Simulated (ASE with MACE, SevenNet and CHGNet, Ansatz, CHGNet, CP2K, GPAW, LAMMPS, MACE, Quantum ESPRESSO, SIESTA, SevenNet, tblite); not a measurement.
# Glassy Na2Si4O9 (90 atoms) in machine-learned potentials

How do the settings of machine-learned potentials change the result for glassy Na2Si4O9 (90 atoms)? A plane-wave run serves as the yardstick.

Program: ASE with MACE, SevenNet and CHGNet. Level of theory: the method is named at each step. Results are calculated unless marked as measured.

## Step 1: Set-up

The cell holds 90 atoms: 12 Na, 54 O and 24 Si. Cell: a = 10.817 Å, b = 10.817 Å, c = 10.817 Å, α = 90.0°, β = 90.0°, γ = 90.0°. 90 atoms (12 Na, 54 O, 24 Si) placed at random at 2.38 g/cm³, melted at 4500 K for 20 ps at fixed volume with the Morse and Coulomb pair potential with partial charges (Pedone, Malavasi, Menziani, Cormack and Segre, J. Phys. Chem. B 110, 11780 (2006)). Quenched from 4500 K to 300 K at 10 K/ps and fixed volume, held 5 ps.

The yardstick, on the same geometry:

```
method                                           : Kohn-Sham DFT, PBE, PAW, plane waves (Ansatz 0.2.0); cutoff 420 eV, Γ point, fermi-dirac smearing of 0.05 eV; PAW set soft_2
r.m.s. force component                           : 1.292 eV/Å
longest force                                    : 5.169 eV/Å
pressure                                         : 4.954 GPa
gap (highest filled to lowest empty level) : 2.725 eV
SCF cycles                                       : 9
time                                             : 14 s on 4 threads of Arm Neoverse V2, shared host
CPU time                                         : 54 s
```

## Step 2: MACE MP-0b2 small potential

Method: machine-learned interatomic potential MACE MP-0b2 small, trained on PBE(+U) plane-wave data.

The input, run.py:

```python
import numpy as np
from ase.io import read
import mlip  # loads the published weights by name

atoms = read("structure.xyz")
atoms.calc = mlip.calc("mace-mp-0b2-small")
energy = atoms.get_potential_energy()
forces = atoms.get_forces()
print(f"energy {energy:.6f} eV")
print("forces (eV/A)")
for i, (a, f) in enumerate(zip(atoms, forces)):
    print(f"{i:4d} {a.symbol:2s} {f[0]:10.5f} {f[1]:10.5f} {f[2]:10.5f}")
stress = -atoms.get_stress(voigt=False) * 160.21766
print("stress (GPa, compression positive)")
for row in stress:
    print(" ".join(f"{x:10.4f}" for x in row))
```

The input, structure.xyz:

```xyz
90
Lattice="10.81660 0.00000 0.00000 0.00000 10.81660 0.00000 0.00000 0.00000 10.81660" Properties=species:S:1:pos:R:3 pbc="T T T"
Na 4.42723 9.63110 1.74753
Na 5.85578 8.42862 10.44646
Na 4.99619 3.34774 7.56773
Na 5.75670 1.24239 4.85568
Na 6.00181 6.49537 4.65071
Na 6.06530 3.35196 0.08188
Na 9.41931 1.44229 2.45991
Na 6.86584 9.10422 4.15595
Na 7.05783 1.29583 2.48090
Na 8.97994 6.69407 6.12544
Na 10.37042 3.46174 5.87742
Na 7.37930 3.21642 7.54177
O 6.09321 1.33401 7.39888
O 4.65763 4.77272 2.33671
O 1.53736 7.39033 10.60503
O 2.97381 1.76970 7.90823
O 4.91203 0.88610 9.49319
O 10.55960 5.52555 10.09632
O 3.52589 4.73789 6.13280
O 10.13018 4.78105 3.81177
O 2.33963 1.62541 10.55116
O 1.93855 9.68443 0.76744
O 2.63373 8.57248 4.97964
O 2.23352 4.95519 10.59951
O 9.76220 9.81174 8.43565
O 8.46118 5.87255 8.47329
O 4.60052 7.23328 6.82668
O 0.71411 6.98493 4.27267
O 3.60561 5.64032 8.50931
O 7.80807 5.09354 5.04746
O 7.50780 5.96957 10.79064
O 3.81826 8.75993 9.98794
O 7.34544 10.60676 9.27880
O 10.66895 9.50931 2.24563
O 9.66225 0.95543 9.99432
O 0.95781 0.48015 7.22527
O 2.29463 10.26831 3.23514
O 6.93593 8.11634 6.04021
O 3.87407 2.99652 4.04314
O 4.54362 5.82744 0.02856
O 8.32510 2.45288 0.72471
O 3.99284 3.32686 9.76285
O 1.94061 2.60788 5.70835
O 1.89377 4.67753 4.11756
O 2.07592 6.64301 6.47179
O 8.31797 2.80712 3.92383
O 6.20429 6.90564 1.81762
O 4.74016 9.94835 3.95942
O 8.71904 7.53149 1.87008
O 1.54104 9.35820 8.86723
O 9.24257 3.48338 9.26723
O 10.66117 4.75887 7.55529
O 0.88858 1.02152 1.79880
O 5.00008 2.17976 1.81005
O 9.06442 9.38870 0.17177
O 0.78604 5.79164 1.81394
[... 30 atom lines left out ...]
Si 5.90759 0.16939 8.43176
Si 2.22303 1.25494 6.58580
Si 7.76015 6.35335 1.54212
Si 4.66542 6.21349 1.64932
```

The run is started by

```sh
> OMP_NUM_THREADS=1 python run.py > output.txt
```

Log:

```text
energy -634.840824 eV
forces (eV/A)
   0 Na   -0.78066   -0.46215   -0.17328
   1 Na    0.26121   -0.12020    0.03652
   2 Na   -0.84356    0.06337   -0.16781
   3 Na   -0.49560   -0.04037    0.72136
   4 Na    0.01207   -0.57714   -0.05960
   5 Na    0.87310    0.05159    0.29968
   6 Na    0.79600    0.00654    0.18623
   7 Na    0.02977    0.43085   -0.43486
   8 Na   -0.41949    0.51358   -0.88491
   9 Na   -0.21265    0.02850    0.49605
  10 Na    0.20244   -0.14035   -0.12123
  11 Na    1.25320   -0.02807   -0.03594
  12 O     0.80675    1.77844   -1.91178
  13 O    -0.54321   -3.39222    0.95037
  14 O    -0.97541   -0.52370    0.12180
  15 O     2.08078    0.71391    2.52216
  16 O     0.04658   -1.13098    2.21196
  17 O    -0.55556    0.51651    0.83708
  18 O     1.78037   -1.19945   -0.31454
  19 O     0.85275   -0.19946    0.22948
  20 O     0.90565   -1.18975   -1.47424
  21 O     0.67735    0.31608   -0.80201
  22 O     0.90316    0.08384    0.06869
  23 O    -0.65507   -1.10585    0.00352
[...]
82 Si   -2.90091    0.26961    3.09238
  83 Si    1.74834    0.87624   -2.60128
  84 Si    0.23496   -0.01554    0.09304
  85 Si   -4.52098    0.90632   -1.97985
  86 Si    2.63572   -0.23733   -0.68322
  87 Si    0.57514   -1.27437    0.48221
  88 Si   -3.21477   -2.48648   -0.68878
  89 Si    1.15635   -0.69364   -1.36826
stress (GPa, compression positive)
    6.3135    -1.6313    -2.2418
   -1.6313     4.6606    -0.0940
   -2.2418    -0.0940     4.0991
```

It took 5.3 s on 1 thread of Arm Neoverse V2, shared host; peak memory 0.67 GiB.

Banners, paths, timers and routine set-up lines are dropped from the logs unmarked, and long logs keep their key lines alone; longer cuts are marked.

Numbers from this run, and their distance from the reference:

```yaml
r_m_s_force_component: 1.284 eV/Å
r_m_s_difference_of_force_components: 99.57 meV/Å
longest_difference_of_force_vectors: 682.5 meV/Å
force_difference_over_r_m_s_force: 7.709 %
slope_of_forces_against_the_reference_s: 0.9909
correlation_of_force_components: 0.997
pressure: 5.024 GPa
pressure_difference: 0.0703 GPa
```

Length of the force difference by element (eV/Å):

```csv
element,atoms,mean,most
Na,12,0.075,0.13
O,54,0.11,0.36
Si,24,0.23,0.68
```

A closer look about O13, which has 4 bonded neighbours where the commonest count for O is 2: 10 atoms, nearest first, numbered in the order of the input, with positions taken from that point.

```csv
atom,x,y,z,distance (Å),bonds,Fx,Fy,Fz (eV/Å)
O13,0.00,0.00,0.00,0.00,4,0.81,1.78,-1.91
Si87,-0.19,-1.16,1.03,1.57,4,2.64,-0.24,-0.68
Na12,1.29,1.88,0.14,2.28,3,1.25,-0.03,-0.04
Na3,-1.10,2.01,0.17,2.30,5,-0.84,0.06,-0.17
O17,-1.18,-0.45,2.09,2.45,2,0.05,-1.13,2.21
Na4,-0.34,-0.09,-2.54,2.57,3,-0.50,-0.04,0.72
O61,-0.62,-2.49,0.23,2.58,2,-0.84,-0.04,0.58
O33,1.25,-1.54,1.88,2.74,2,-0.79,-0.24,-0.02
O16,-3.12,0.44,0.51,3.19,3,2.08,0.71,2.52
Si86,-2.48,0.43,2.15,3.31,4,-4.52,0.91,-1.98
```

Atoms are counted from 1 here, from 0 in the log.

Forces lie 7.7 % from the reference's, at 0.099 times its CPU time (on 1 against 4 cores).

## Step 3: SevenNet l3i5 potential

Method: machine-learned interatomic potential SevenNet l3i5, trained on PBE(+U) plane-wave data.

Edit run.py of step 2 so:

```diff
@@ -5,3 +5,3 @@
 atoms = read("structure.xyz")
-atoms.calc = mlip.calc("mace-mp-0b2-small")
+atoms.calc = mlip.calc("7net-l3i5")
 energy = atoms.get_potential_energy()
```

structure.xyz is that of step 2.

Log:

```text
energy -634.348938 eV
forces (eV/A)
   0 Na   -0.80793   -0.48813   -0.28842
   1 Na    0.09924   -0.16910    0.03397
   2 Na   -0.76893    0.08507   -0.13648
   3 Na   -0.52475   -0.03112    0.72771
   4 Na   -0.02201   -0.62356   -0.09887
   5 Na    0.90674    0.09938    0.25977
   6 Na    0.69979   -0.04212    0.21310
   7 Na    0.02026    0.37600   -0.42833
   8 Na   -0.26917    0.55003   -0.96170
   9 Na   -0.20486   -0.05602    0.49450
  10 Na    0.22213   -0.09761   -0.08719
  11 Na    1.19268   -0.02312   -0.07854
  12 O     0.82111    1.90624   -1.99452
  13 O    -0.54277   -3.56261    1.02536
  14 O    -1.10368   -0.64039    0.08232
  15 O     2.04386    0.66080    2.47568
  16 O     0.14528   -1.27599    2.13486
  17 O    -0.58599    0.48903    0.81372
  18 O     1.82645   -1.20696   -0.41193
  19 O     0.92504   -0.21255    0.27904
  20 O     0.89941   -1.18812   -1.44175
  21 O     0.55332    0.48932   -0.63683
  22 O     0.96556    0.10357    0.07692
  23 O    -0.70440   -1.10347   -0.01254
[...]
82 Si   -2.85085    0.29480    3.09584
  83 Si    1.67149    0.77817   -2.73946
  84 Si    0.17897   -0.03833    0.21000
  85 Si   -4.52463    1.05565   -2.01583
  86 Si    2.63809   -0.25227   -0.45493
  87 Si    0.54127   -1.27764    0.59960
  88 Si   -3.23211   -2.51280   -0.88333
  89 Si    0.88611   -0.44587   -1.32115
stress (GPa, compression positive)
    6.2100    -1.7134    -2.3107
   -1.7134     4.5625    -0.1495
   -2.3107    -0.1495     4.0956
```

Elapsed: 9 s, on 1 thread; peak memory 1.5 GiB.

Against the reference:

```yaml
r_m_s_force_component: 1.303 eV/Å
r_m_s_difference_of_force_components: 58.86 meV/Å
longest_difference_of_force_vectors: 287.1 meV/Å
force_difference_over_r_m_s_force: 4.557 %
slope_of_forces_against_the_reference_s: 1.008
correlation_of_force_components: 0.999
pressure: 4.956 GPa
pressure_difference: 0.0019 GPa
```

Against the first run (7.7 %), the force difference from the reference is 4.6 %, at 1.6 times the CPU time.

## Step 4: CHGNet 0.3.0 potential

Method: machine-learned interatomic potential CHGNet 0.3.0, trained on PBE(+U) plane-wave data.

Edit run.py of step 3 so:

```diff
@@ -5,3 +5,3 @@
 atoms = read("structure.xyz")
-atoms.calc = mlip.calc("7net-l3i5")
+atoms.calc = mlip.calc("chgnet-0.3.0")
 energy = atoms.get_potential_energy()
```

structure.xyz is that of step 3.

Log:

```text
CHGNet v0.3.0 initialized with 412,525 parameters
CHGNet will run on cpu
energy -672.461243 eV
forces (eV/A)
   0 Na   -0.67398   -0.45531   -0.20590
   1 Na    0.09113   -0.07940    0.05546
   2 Na   -0.71259    0.09431   -0.14296
   3 Na   -0.58479    0.00293    0.80522
   4 Na   -0.03112   -0.54906   -0.16153
   5 Na    0.73929    0.05700    0.19386
   6 Na    0.65628   -0.07533    0.16701
   7 Na    0.03953    0.39322   -0.42146
   8 Na   -0.24725    0.44685   -0.87849
   9 Na   -0.11701   -0.08268    0.47999
  10 Na    0.12450   -0.14517   -0.16125
  11 Na    1.18707   -0.01059   -0.07800
  12 O     0.82498    1.93419   -2.06005
  13 O    -0.48070   -3.44057    0.92048
  14 O    -1.01870   -0.35178    0.08194
  15 O     2.15313    0.77434    2.66615
  16 O     0.13487   -1.37721    2.14623
  17 O    -0.55254    0.51123    0.79014
  18 O     1.74145   -1.21440   -0.20206
  19 O     0.86733   -0.17957    0.22037
  20 O     0.82995   -1.11672   -1.50185
  21 O     0.64697    0.23007   -0.77522
  22 O     0.91479    0.12993    0.03544
  23 O    -0.71103   -1.00105   -0.05762
[...]
82 Si   -2.89112    0.36131    3.20428
  83 Si    1.69382    0.76882   -2.78020
  84 Si    0.29550   -0.06091   -0.05518
  85 Si   -4.42274    0.93168   -2.08854
  86 Si    2.73531   -0.20638   -0.23521
  87 Si    0.54911   -1.25053    0.59685
  88 Si   -3.07776   -2.41103   -0.71099
  89 Si    0.97244   -0.45890   -1.34742
stress (GPa, compression positive)
    6.5131    -1.5903    -2.2333
   -1.5903     5.0005     0.0080
   -2.2333     0.0080     4.4086
```

Elapsed: 3.1 s, on 1 thread; peak memory 1.2 GiB.

Numbers from this run, and their distance from the reference:

* r.m.s. force component: 1.296 eV/Å
* r.m.s. difference of force components: 126.8 meV/Å
* longest difference of force vectors: 549.6 meV/Å
* force difference over r.m.s. force: 9.821 %
* slope of forces against the reference's: 0.9983
* correlation of force components: 0.9952
* pressure: 5.307 GPa
* pressure difference: 0.3533 GPa

Against the first run (7.7 %), the force difference from the reference is 9.8 %, at 0.58 times the CPU time.

## Step 5: Side by side

Differences are against the plane-wave reference, forces as r.m.s. over components; share is that over the reference's r.m.s. force, slope the least-squares factor from reference forces to these. Total energies of different programs have different zeros and aren't compared.

```csv
run,"Δ force, r.m.s. (meV/Å)",share (%),slope,Δ pressure (GPa),cores,CPU time,memory (GiB)
reference,-,-,-,-,4,54 s,1.5
MACE MP-0b2 small potential,99.6,7.71,0.991,0.0703,1,5.3 s,0.67
SevenNet l3i5 potential,58.9,4.56,1.008,0.0019,1,8.6 s,1.5
CHGNet 0.3.0 potential,127,9.82,0.998,0.353,1,3.1 s,1.2
```

Times of the machine-learned potentials are mostly Python's start and the loading of weights.

CPU time is summed over cores on a shared host, where runs went side by side, so it is rough. Symmetry, cutoffs, thresholds, outputs and thread counts weren't matched or tuned between programs; memory under MPI is the largest rank's times the ranks.

## Step 6: What came out

```yaml
nearest_in_forces: SevenNet l3i5 potential, 4.6 %
its_cpu_time: 8.6 s
```

What this shows: Machine-learned potentials differ by 4.6 % (SevenNet l3i5 potential) to 9.8 % (CHGNet 0.3.0 potential); they were trained on other programs' data. Machine-learned potentials mimic data converged in k, so the reference's own k-point error enters their differences. The quench rate of 10 K/ps is many orders above laboratory rates, so the cell is likely richer in defects and strain than a real sample. The network of bonds at the start is that of the classical potential that made the cell, and needn't be the one that DFT or experiment would give. The electronic-structure runs sample only Γ, in a cell whose shortest periodic width is 11 Å.

[Also dropped from logs without a mark: logging warnings of Python, and SIESTA's first energy breakdown and zero terms.]

[Logs are printed without paths, hosts, clocks, repeated set-up lines and the standing remarks that a program may print on its own settings, such as how far it seeks lower states.]

[Hosts, paths, dates, database ids (printed as entryN), source tags and the programs' standing remarks are cut or masked in the printed files.]
